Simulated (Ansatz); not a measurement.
## ScB (built on the sites of a database entry of LaIn): relaxing the cell for a phonon run

Wanted: the relaxed cell of ScB (built on the sites of a database entry of LaIn).

Main program and level: Ansatz 0.2.0; DFT LDA, scalar-relativistic, plane waves, PAW.

The structure was built from a prototype and need not be the compound's stable phase.

## 1. Starting point

The structure is cubic, space group Pm-3m (No. 221). The conventional cell has a = 3.232 Å, b = 3.232 Å, c = 3.232 Å, α = 90.00°, β = 90.00°, γ = 90.00°. Sc has 8 B at 2.80 Å nearest. Nearest to B lie 8 Sc at 2.80 Å. Farther neighbours are not listed.

## 2. A coarse first look

A quick single point on a coarse mesh tells whether the cell has a gap and how far it is from rest, which sets the k mesh and smearing that follow.

Contents of input.yaml:

```yaml
crystal:
  lattice:
    - [3.23161, 0.0, 0.0]
    - [0.0, 3.23161, 0.0]
    - [0.0, 0.0, 3.23161]
  atoms:
    - { symbol: Sc, position: [0.5, 0.5, 0.5] }
    - { symbol: B, position: [0.0, 0.0, 0.0] }
kpoints:
  mp_grid: { grid: [6, 6, 6] }
hamiltonian:
  xc: lda
scf:
  occupations: { method: gaussian, width: 0.1 }
output:
  forces: true
  stress: true
  eigenvalues: true
```

Command:

```
> ansatz run input.yaml --threads 8 --pin off --max-ram 14336MiB --backend cpu --events-out ev --progress --plain --runs-dir out
```

Numbers of over 12 decimals in the logs are rounded to 6 here.

Output:

```text
Engine: ansatz 0.2.0, x86_64-unknown-linux-gnu
Pseudopotentials: kind: paw
Pseudopotential: Sc, paw, valence charge 11, recommended cutoff 420 eV (normal), Sc.paw.azcp
Pseudopotential: B, paw, valence charge 3, recommended cutoff 420 eV (normal), B.paw.azcp
Functional definition: SPW92
  exchange = slater_x
  correlation = pw_c
Crystal: 2 atoms, lattice volume = 33.749 Å³
Basis set: ecut = 420 eV, 691 PW (Γ)
[...]
--- Band table (eV; the first three rows and the last of 20) ---
  k-point 0: bands = [... 3 lower, -19.5823, -0.0694, 8.2117, 8.2117, 10.6408, 10.6408, 10.6408, 11.4431]
  k-point 1: bands = [... 3 lower, -19.5766, 0.3041, 7.5322, 8.3515, 9.8642, 9.8642, 10.5698, 11.4802]
  k-point 2: bands = [... 3 lower, -19.5652, 1.3272, 5.6304, 8.6579, 9.1173, 9.1173, 11.4690, 11.5558]
  k-point 19: bands = [... 3 lower, -19.7613, 5.5527, 5.7488, 5.7488, 5.7488, 12.3262, 12.3262, 13.8191]
[key lines of the parts left out:]
SCF converged after 6 iterations
Free energy (F): -2237.952888 eV
Fermi energy:    8.364386 eV
P = ⅓ Tr σ = -24.1000 GPa (-241.000 kbar)
```

It took 1.3 s on 8 threads of Intel Xeon Platinum 8488C (Sapphire Rapids), shared host; peak memory 0.36 GiB; 1.9 s of CPU time.

This step gave:

```
pressure          : -24.10 GPa
volume per atom   : 16.87 Å³
gap on the k-mesh : 0 eV
```

The coarse mesh shows no gap and a pressure of -24.1 GPa.

## 3. Coarse relaxation

A rough relaxation comes first, because large forces or stress need no tight tolerances yet.

input.yaml: that of step 2 with these lines changed.

```diff
@@ -18 +18,6 @@
   eigenvalues: true
+relax:
+  adjacent_minimum: "off"
+  f_tol: 0.05
+  max_steps: 80
+  cell: { stress_tol: 0.5 }
```

Output:

```text
[...]
Crystal: 2 atoms, lattice volume = 33.749 Å³
Basis set: ecut = 420 eV, 691 PW (Γ)
Bands: 11, of which v1, the nominal top of the filled ones, is band 7 counted from 1 (6 counted from 0)
Symmetry: 48 space group operations
[...]
k-points: 20 of 216
[...]
--- Relaxed structure (5 steps of the walk, 5 accepted, 1 SCFs on fresh bases) ---
  F+E_penalty+E_count = -2238.87141254 eV   max|allowed force component| = 3.607e-30 eV/Å   (the final SCF, on the basis selected at the relaxed cell)
  cell:  # Å, volume = 24.4823 Å³
    - [2.903692, 0, 0]
    - [0, 2.903692, 0]
    - [0, 0, 2.903692]
  atoms:
    - { symbol: Sc, position: [0.5, 0.5, 0.5] }
    - { symbol: B, position: [0, 0, 0] }
[key lines of the parts left out:]
SCF converged after 4 iterations
Free energy (F): -2238.871413 eV
Fermi energy:    12.543248 eV
P = ⅓ Tr σ = -0.0476 GPa (-0.476 kbar)
```

The job ended after 0.98 s (8 threads; peak memory 0.38 GiB; 3.9 s of CPU time).

The steps of the relaxation:

```
step  energy less that of the first step (eV)  largest force component (eV/Å)  pressure (GPa)  volume (Å³)
   1                                   0.0000                          0.0000          -24.10        33.75
   2                                  -0.6309                          0.0000          -17.52        29.05
   3                                  -0.9179                          0.0000           -1.84        24.81
   4                                  -0.9198                          0.0000            0.55        24.39
   5                                  -0.9200                          0.0000            0.00        24.48
  6*                                  -0.9185                          0.0000           -0.05        24.48
```

Relaxation steps marked * repeat the geometry before them on a plane-wave basis chosen anew for their cell, so energy and pressure can jump there.

Forces are held to the 48 operations that the run works with; a distortion that breaks them can't arise in this run.

```
conventional cell, symmetrised  before  after   change
                         a (Å)   3.232  2.904  -10.1 %
                         b (Å)   3.232  2.904  -10.1 %
                         c (Å)   3.232  2.904  -10.1 %
              volume (Å³/atom)   16.87  12.24  -27.5 %
```

The relaxed structure:

```xyz
2
Lattice="2.9037 0.0000 0.0000 0.0000 2.9037 0.0000 0.0000 0.0000 2.9037" Properties=species:S:1:pos:R:3 pbc="T T T"
Sc    1.4518    1.4518    1.4518
B     0.0000    0.0000    0.0000
```

Numbers from this step:

| Quantity | Value |
| --- | --- |
| pressure | -0.04759 GPa |
| volume per atom | 12.24 Å³ |

In this step the volume went from 16.87 to 12.24 Å³/atom.

## 4. Bringing the structure to rest

The cell and atoms are relaxed, since residual forces and stress would shift the frequencies.

Contents of input.yaml:

```yaml
crystal:
  lattice:
    - [2.9036919035, 0.0, 0.0]
    - [0.0, 2.9036919035, 0.0]
    - [0.0, 0.0, 2.9036919035]
  atoms:
    - { symbol: Sc, position: [0.5, 0.5, 0.5] }
    - { symbol: B, position: [0.0, 0.0, 0.0] }
kpoints:
  mp_grid: { grid: [12, 12, 12] }
hamiltonian:
  xc: lda
scf:
  occupations: { method: gaussian, width: 0.1 }
output:
  forces: true
  stress: true
  eigenvalues: true
  write_density: true
  write_potential: true
  elf: true
  volumetric_format: npy
relax:
  adjacent_minimum: "off"
  f_tol: 0.005
  max_steps: 80
  cell: { stress_tol: 0.05 }
```

Output:

```text
[...]
Crystal: 2 atoms, lattice volume = 24.482 Å³
Basis set: ecut = 420 eV, 461 PW (Γ)
Bands: 11, of which v1, the nominal top of the filled ones, is band 7 counted from 1 (6 counted from 0)
[... 1 set-up line as in the run before ...]
[...]
k-points: 84 of 1728
[...]
SCF iter   1: F=—  HF=-2238.891469 eV  |F-HF|=—  |Δ(HF+E_count)|=         —  Δρ=1.37e-2  dr2=8.18e-2  ethr=1.77e-3  ⟨swp⟩=4.0  Hψ=4634  notcnv=0
[...]
SCF iter   6: F=-2238.871853 eV  HF=-2238.871853 eV  |F-HF|=1.29e-10  |Δ(HF+E_count)|=   4.75e-8  Δρ=2.35e-6  dr2=3.30e-10  ethr=7.14e-10  ⟨swp⟩=6.6  Hψ=3966  notcnv=0
SCF 1 converged in 6 iterations: F = -2238.871853 eV  dr2 = 3.30e-10
[...]
relax step   1: F+E_penalty+E_count = -2238.87185337 eV  Δ(F+E_penalty+E_count) = +0.000e0 eV  max|allowed force component| = 1.540e-29 eV/Å  Δτ_max = 0.0000 Å  P = -0.069 GPa  Ω = 24.482 Å³  (6 SCF iters, dr2 threshold 1.00e-7 eV, accepted)
Crystal: 2 atoms, lattice volume = 24.466 Å³
[...]
SCF iter   7: F=-2238.871865 eV  HF=-2238.871865 eV  |F-HF|=9.09e-13  |Δ(HF+E_count)|=    0.00e0  Δρ=6.03e-10  dr2=1.44e-16  ethr=1.00e-12  ⟨swp⟩=2.0  Hψ=2676  notcnv=0
SCF 2 converged in 7 iterations: F = -2238.871865 eV  dr2 = 1.44e-16
relax step   2: F+E_penalty+E_count = -2238.87186525 eV  Δ(F+E_penalty+E_count) = -1.188e-5 eV  max|allowed force component| = 3.657e-30 eV/Å  Δτ_max = 0.0000 Å  P = +0.021 GPa  Ω = 24.466 Å³  energy of the carried Pulay correction = +9.473e-6 eV  (7 SCF iters, accepted)
[...]
SCF iter   7: F=-2238.871848 eV  HF=-2238.871848 eV  |F-HF|=9.09e-13  |Δ(HF+E_count)|=  9.09e-13  Δρ=4.97e-10  dr2=2.28e-17  ethr=1.00e-12  ⟨swp⟩=1.4  Hψ=2230  notcnv=0
SCF 3 converged in 7 iterations: F = -2238.871848 eV  dr2 = 2.28e-17
relax step   3: F+E_penalty+E_count = -2238.87184763 eV  Δ(F+E_penalty+E_count) = +1.762e-5 eV  max|allowed force component| = 1.142e-30 eV/Å  Δτ_max = 0.0000 Å  P = +0.021 GPa  Ω = 24.466 Å³  stress off target by 2.07e-2 GPa  SCF on the basis re-selected at this cell (its energy is not comparable with the rows above)  (7 SCF iters)
[...]
SCF converged after 7 iterations
Free energy (F): -2238.871848 eV
[...]
Internal energy: -2238.869818 eV  (E = F + TS)
E sigma→0 (E₀):  -2238.870833 eV
Entropy (-TS):   -0.002029 eV (-1.015 meV/atom)
Fermi energy:    12.500570 eV
[...]
--- Stress (GPa, compression-positive) ---
        0.020744       0.000000       0.000000
        0.000000       0.020744      -0.000000
        0.000000      -0.000000       0.020744
  P = ⅓ Tr σ = 0.0207 GPa (0.207 kbar)
--- Band table (eV; the first three rows and the last of 84) ---
  k-point 0: bands = [... 3 lower, -14.4818, 2.7121, 11.8994, 11.8994, 15.4043, 15.4043, 15.4043, 16.8552]
  k-point 1: bands = [... 3 lower, -14.4769, 2.8429, 11.7695, 11.9554, 15.0261, 15.0261, 15.3715, 16.8719]
  k-point 2: bands = [... 3 lower, -14.4636, 3.2231, 11.2726, 12.1139, 14.3771, 14.3771, 15.5055, 16.9178]
  k-point 83: bands = [... 3 lower, -14.9670, 8.5688, 8.5688, 8.5688, 10.3921, 18.2714, 18.2714, 20.1139]
--- Relaxed structure (2 steps of the walk, 2 accepted, 1 SCFs on fresh bases) ---
[...]
cell:  # Å, volume = 24.4662 Å³
    - [2.903058, 0, 0]
    - [0.0, 2.903058, 0.0]
    - [0, 0.0, 2.903058]
  atoms:
    - { symbol: Sc, position: [0.5, 0.5, 0.5] }
    - { symbol: B, position: [0, 0, 0] }
```

Run time: 2 s. Hardware: 8 threads; peak memory 0.41 GiB; 5.9 s of CPU time.

Little changed from the start: no atom moved by 0.005 Å and no cell edge by 0.1 %.

This step gave:

```
pressure        : 0.02074 GPa
volume per atom : 12.23 Å³
```

Valence density in the ac plane at fractional y = 0.500, with atoms of Sc within 0.2 Å of it. It is the smooth field of the valence electrons, not physical close to the nuclei.

Ten even steps from '0' (0.1 e/Å³) to '9' (7.4 e/Å³):
```
000000000000000
000000000000000
000000000000000
000001122110000
000012466421000
000014799741000
000026999962000
000026999962000
000014799741000
000012466421000
000001122110000
000000000000000
000000000000000
000000000000000
000000000000000
```
Columns run along a (2.9 Å), rows up along c (2.9 Å). Atoms in or near the plane, at fractional coordinates: Sc at (0.50, 0.50).

Electrostatic potential energy in the ac plane at fractional y = 0.500, with atoms of Sc within 0.2 Å of it. With pseudopotentials it is smooth inside the atoms' cores, unlike the true potential.

Ten even steps from '0' (-59 eV) to '9' (15 eV):
```
999999999999999
999999888899999
999988777788999
999887655678899
999875422457899
998764100146789
998752000025789
998752000025789
998764100146789
999875422457899
999887655678899
999988777788999
999999888899999
999999999999999
999999999999999
```
Columns run along a (2.9 Å; values clipped at the 3rd and 97th percentile), rows up along c (2.9 Å). Atoms in or near the plane, at fractional coordinates: Sc at (0.50, 0.50).

ELF in the ac plane at fractional y = 0.500, with atoms of Sc within 0.2 Å of it. It is the smooth field of the valence electrons, not physical close to the nuclei.

Ten even steps from '0' (0.09) to '9' (0.74):
```
776420000002467
764200000000246
542001344310024
320015899851002
100159999995100
000389855898300
000499500599400
000499500599400
000389855898300
100159999995100
320015899851002
542001344310024
764200000000246
776420000002467
877531000013577
```
Columns run along a (2.9 Å), rows up along c (2.9 Å). Atoms in or near the plane, at fractional coordinates: Sc at (0.50, 0.50).

In this step the volume went from 12.24 to 12.23 Å³/atom.

## 5. Tight relaxation

Phonons need a cell at rest on their own settings, so the relaxation is repeated with tight tolerances on forces and stress, using the mesh and the filling of the phonon run that follows.

input.yaml, the sections that differ from step 4:

```yaml
crystal:
  lattice:
    - [2.903057604, 0.0, 0.0]
    - [0.0, 2.903057604, 0.0]
    - [0.0, 0.0, 2.903057604]
  atoms:
    - { symbol: Sc, position: [0.5, 0.5, 0.5] }
    - { symbol: B, position: [0.0, 0.0, 0.0] }
scf:
  occupations: { method: methfessel_paxton, width: 0.15 }
relax:
  adjacent_minimum: "off"
  f_tol: 0.001
  max_steps: 60
  cell: { stress_tol: 0.01 }
# kpoints, hamiltonian, output: as in step 4
```

Output:

```text
[...]
Crystal: 2 atoms, lattice volume = 24.466 Å³
Basis set: ecut = 420 eV, 461 PW (Γ)
Bands: 11, of which v1, the nominal top of the filled ones, is band 7 counted from 1 (6 counted from 0)
[... 1 set-up line as in the run before ...]
[...]
k-points: 84 of 1728
[...]
k-point 83: bands = [... 3 lower, -14.9668, 8.5687, 8.5687, 8.5687, 10.3918, 18.2716, 18.2716, 20.1139]
--- Relaxed structure (1 steps of the walk, 1 accepted, 1 SCFs on fresh bases) ---
[...]
cell:  # Å, volume = 24.4662 Å³
    - [2.903057604, 0.0, 0.0]
    - [0.0, 2.903057604, 0.0]
    - [0.0, 0.0, 2.903057604]
  atoms:
    - { symbol: Sc, position: [0.5, 0.5, 0.5] }
    - { symbol: B, position: [0.0, 0.0, 0.0] }
[key lines of the parts left out:]
SCF converged after 4 iterations
Free energy (F): -2238.870615 eV
Fermi energy:    12.498582 eV
P = ⅓ Tr σ = 0.0087 GPa (0.087 kbar)
```

It took 0.72 s on 8 threads; peak memory 0.4 GiB; 3.4 s of CPU time.

Little changed from the start: no atom moved by 0.005 Å and no cell edge by 0.1 %.

Numbers from this step:

| Property | Result |
| --- | --- |
| pressure | 0.008660 GPa |

ELF in the ac plane at fractional y = 0.000, with atoms of B within 0.2 Å of it. It is the smooth field of the valence electrons, not physical close to the nuclei.

Ten even steps from '0' (0.01) to '9' (0.76):
```
004899877899840
247999877899974
789998655689998
999986433468999
999864322346899
988643111134688
877532100123577
877532100123577
988643111134688
999864322346899
999986433468999
789998655689998
247999877899974
004899877899840
002799988999720
```
Columns run along a (2.9 Å), rows up along c (2.9 Å). Atoms in or near the plane, at fractional coordinates: B at (0.00, 0.00).

Electrostatic potential energy in the ac plane at fractional y = 0.000, with atoms of B within 0.2 Å of it. With pseudopotentials it is smooth inside the atoms' cores, unlike the true potential.

Ten even steps from '0' (-49 eV) to '9' (15 eV):
```
002689999998620
124789999998742
567899999999876
888999999999988
999999999999999
999999999999999
999999999999999
999999999999999
999999999999999
999999999999999
888999999999988
567899999999876
124789999998742
002689999998620
001589999998510
```
Columns run along a (2.9 Å; values clipped at the 3rd and 97th percentile), rows up along c (2.9 Å). Atoms in or near the plane, at fractional coordinates: B at (0.00, 0.00).

Valence density in the ac plane at fractional y = 0.000, with atoms of B within 0.2 Å of it. It is the smooth field of the valence electrons, not physical close to the nuclei.

Values in e/Å³, 15 rows by 15 columns:
```
0.40 0.51 0.64 0.60 0.46 0.34 0.26 0.23 0.23 0.26 0.34 0.46 0.60 0.64 0.51
0.62 0.64 0.63 0.53 0.41 0.31 0.25 0.22 0.22 0.25 0.31 0.41 0.53 0.63 0.64
0.62 0.60 0.53 0.44 0.34 0.27 0.22 0.20 0.20 0.22 0.27 0.34 0.44 0.53 0.60
0.48 0.46 0.41 0.34 0.28 0.23 0.19 0.18 0.18 0.19 0.23 0.28 0.34 0.41 0.46
0.35 0.34 0.31 0.27 0.23 0.19 0.17 0.16 0.16 0.17 0.19 0.23 0.27 0.31 0.34
0.27 0.26 0.25 0.22 0.19 0.17 0.16 0.15 0.15 0.16 0.17 0.19 0.22 0.25 0.26
0.23 0.23 0.22 0.20 0.18 0.16 0.15 0.14 0.14 0.15 0.16 0.18 0.20 0.22 0.23
0.23 0.23 0.22 0.20 0.18 0.16 0.15 0.14 0.14 0.15 0.16 0.18 0.20 0.22 0.23
0.27 0.26 0.25 0.22 0.19 0.17 0.16 0.15 0.15 0.16 0.17 0.19 0.22 0.25 0.26
0.35 0.34 0.31 0.27 0.23 0.19 0.17 0.16 0.16 0.17 0.19 0.23 0.27 0.31 0.34
0.48 0.46 0.41 0.34 0.28 0.23 0.19 0.18 0.18 0.19 0.23 0.28 0.34 0.41 0.46
0.62 0.60 0.53 0.44 0.34 0.27 0.22 0.20 0.20 0.22 0.27 0.34 0.44 0.53 0.60
0.62 0.64 0.63 0.53 0.41 0.31 0.25 0.22 0.22 0.25 0.31 0.41 0.53 0.63 0.64
0.40 0.51 0.64 0.60 0.46 0.34 0.26 0.23 0.23 0.26 0.34 0.46 0.60 0.64 0.51
0.25 0.40 0.62 0.62 0.48 0.35 0.27 0.23 0.23 0.27 0.35 0.48 0.62 0.62 0.40
```
Columns run along a (2.9 Å), rows up along c (2.9 Å). Atoms in or near the plane, at fractional coordinates: B at (0.00, 0.00).

The forces vanish by symmetry and the pressure is 0.009 GPa, within the tolerances set. The cell now holds 12.23 Å³/atom.

## 6. Outcome

```yaml
space_group_after_relaxation_within_0p01_a: Pm-3m
lattice_constant_a: 2.903 Å
lattice_constant_b: 2.903 Å
lattice_constant_c: 2.903 Å
volume_per_atom: 12.2 Å³
```

The forces vanish by symmetry and the pressure is 0.009 GPa, within the tolerances set. The cell now holds 12.23 Å³/atom. The relaxation keeps the symmetry of its start, so it says nothing on stability against lower symmetry. The starting cell was built on a prototype and not taken from a measurement, so the phase need not exist.

[Logs are printed without paths, hosts, clocks, repeated set-up lines and the standing remarks that a program may print on its own settings, such as how far it seeks lower states.]

[Hosts, paths, dates, database ids (printed as entryN), source tags and the programs' standing remarks are cut or masked in the printed files.]
